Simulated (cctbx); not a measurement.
**What is wrong with this refinement?**

Cell a = 10.8170 Å, b = 10.8170 Å, c = 10.8170 Å, α = 90.00°, β = 90.00°, γ = 90.00°; space group P2_13 (no. 198).

The data are simulated with cctbx, not measured: synchrotron X-rays, λ = 0.6889 Å, to d = 0.8 Å, 70 % of the full sphere, strongest reflection 70000 counts, noise from counting, a 4 % proportional error and a noise floor of 2 counts (s.d.); no absorption.

An anisotropic refinement with weights 1/σ² prints:

```text
Rint 0.033, 875 unique reflections to 0.80 A
cycle     R1     wR2    GooF  max shift (A)
   1  0.3634  0.7403  39.059   0.11745
   4  0.1318  0.3470  18.309   0.00045
final R1 0.1318 wR2 0.3470 GooF 18.309  parameters 48  data/parameter 18.2
atom        x        y        z      Ueq    occ   su(xyz)  su(Uiso or U11)
Cu1    0.37144  0.12856  0.87144  -0.0351  1.000  0.00029  0.0011  NPD
Te1    0.98122  0.51878  0.48122   0.0003  1.000  0.00035  0.0013  NPD
Te2    0.12108  0.13269  0.60347  -0.0019  1.000  0.00033  0.0018  NPD
Te3    0.73643  0.76357  0.23643  -0.0042  1.000  0.00032  0.0013  NPD
Ag1    0.57089  0.36835  0.17366  -0.0060  1.000  0.00034  0.0018  NPD
Ag2    0.53777  0.65131  0.16802   0.0021  1.000  0.00041  0.0021  NPD
Te4    0.72292  0.47486  0.76510   0.0426  1.000  0.00071  0.0037
Al1    0.48583  0.01417  0.98583   0.0091  1.000  0.00226  0.0068  NPD
difference map: max 36.91 min -11.20 rms 2.95
Q1    0.1297  0.8703  0.3703    4   36.91  0.02 A from Cu1
Q2    0.0119  0.0119  0.0119    4   29.59  0.13 A from Te1
Q3    0.2476  0.7476  0.7524    4   29.00  0.21 A from Te3
Q4    0.0249  0.8566  0.8283   12   22.98  0.17 A from Ag2
Q5    0.0723  0.1413  0.8239   12   21.28  0.11 A from Ag1
Q6    0.0986  0.3774  0.8605   12   20.69  0.09 A from Te2
```

**Question.** Can this result stand? If not, what is the likely fault?

Mend it. The fault: elements exchanged: Te4 is Cu and Cu1 is Te. Against the right model at the same level, R1 goes from 0.0075 to 0.1318 and GooF from 1.01 to 18.31, U of Te2 shrinks from 0.0095 to -0.0019 Å², U of Ag1 shrinks from 0.0053 to -0.0060 Å², U of Te3 shrinks from 0.0043 to -0.0042 Å², U of Cu1 shrinks from 0.0043 to -0.0351 Å², the top difference peak, 36.9 e/Å³, lies on Cu1 and Cu1, Te1, Te2, Te3, Ag1, Ag2 and Al1 go non-positive-definite. Te4 has 23 electrons too many and its U swells to shed them, as expected; Cu1 has 23 electrons too few and its U shrinks to make up, as expected.

The compound is AlCu3Ag6Te6. The right model at the same level gives:

```text
Rint 0.033, 875 unique reflections to 0.80 A
cycle     R1     wR2    GooF  max shift (A)
   1  0.0177  0.0579   3.055   0.00245
   2  0.0075  0.0191   1.007   0.00000
final R1 0.0075 wR2 0.0191 GooF 1.007  parameters 48  data/parameter 18.2
atom        x        y        z      Ueq    occ   su(xyz)  su(Uiso or U11)
Te1    0.37094  0.12906  0.87094   0.0043  1.000  0.00002  0.0001
Te2    0.98160  0.51840  0.48160   0.0101  1.000  0.00002  0.0001
Te3    0.12151  0.13362  0.60292   0.0095  1.000  0.00002  0.0001
Te4    0.73850  0.76150  0.23850   0.0043  1.000  0.00002  0.0001
Ag1    0.57079  0.36729  0.17380   0.0053  1.000  0.00002  0.0001
Ag2    0.53598  0.65050  0.16840   0.0116  1.000  0.00002  0.0001
Cu1    0.72245  0.46890  0.76974   0.0153  1.000  0.00004  0.0002
Al1    0.49276  0.00724  0.99276   0.0128  1.000  0.00008  0.0003
Flack x: -0.023(16)
Hooft y: -0.009(18)  Bijvoet pairs: 369
difference map: max 0.35 min -0.37 rms 0.10
Q1    0.0234  0.9511  0.5324   12    0.38  0.65 A from Al1
Q2    0.1601  0.3399  0.6601    4    0.35  2.13 A from Ag2
Q3    0.0631  0.2920  0.5641   12    0.35  1.50 A from Ag2
Q4    0.0132  0.7564  0.2143   12    0.30  0.88 A from Cu1
Q5    0.0758  0.7081  0.7923   12    0.29  1.64 A from Ag2
Q6    0.0656  0.4344  0.5656    4    0.29  1.57 A from Te2
```

The model was made for the exercise: a known structure type with other elements put in, its volume estimated, not relaxed; displacement parameters are assumed.

[Middle refinement cycles are left out of these outputs.]

[Logs are printed without paths, hosts, clocks, repeated set-up lines and the standing remarks that a program may print on its own settings, such as how far it seeks lower states.]
